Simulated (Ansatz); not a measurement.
# The potential step between two gates: 1T-HfO2 under 2H-MoS2, AA'

Two oppositely charged gates put a neutral stack in a displacement field D. The voltage between them is D/ε₀ times an electrical distance, shorter than the real one because the stack screens.

How it was computed: Ansatz 0.2.0, plane waves with PAW datasets (its set soft_2), LDA; isolated slab, charged sheets 5 Å from the outer atoms behind model barriers, atoms held. Voltages count from the uncharged case.

| run | D/ε₀ (V/nm) | step in an electron's potential, upper less lower gate (eV) |
| --- | --- | --- |
| run 1 | −3.619 | −3.505 |
| run 2 | −1.810 | −1.753 |
| run 3 | 0.000 | 0.000 |
| run 4 | 1.810 | 1.752 |
| run 5 | 3.619 | 3.504 |
| run 6 | 5.428 | ? |

Q: Estimate the withheld value from the rows shown.

A least-squares line through the 5 rows shown has slope 0.9683 and intercept −0.0004; no row lies more than 0.001 eV off it. The size of the slope, 0.968 nm, is the electrical distance; the sheets are 1.772 nm apart, and screening reaches beyond the outer atoms. At 5.428 it gives 0.9683 × 5.428 + (−0.0004) = 5.256 eV, beyond the rows fitted. Rounding and scatter of the rows alone allow about ±0.001 eV there.

The run itself gives 5.253 eV: a miss of −0.003 eV, or 0.1 % of the value. Screening stays linear to within 1 % over this range.

Caveats: The gates are model sheets, not atoms. Spin-orbit coupling is left out, which changes the bands of elements this heavy.
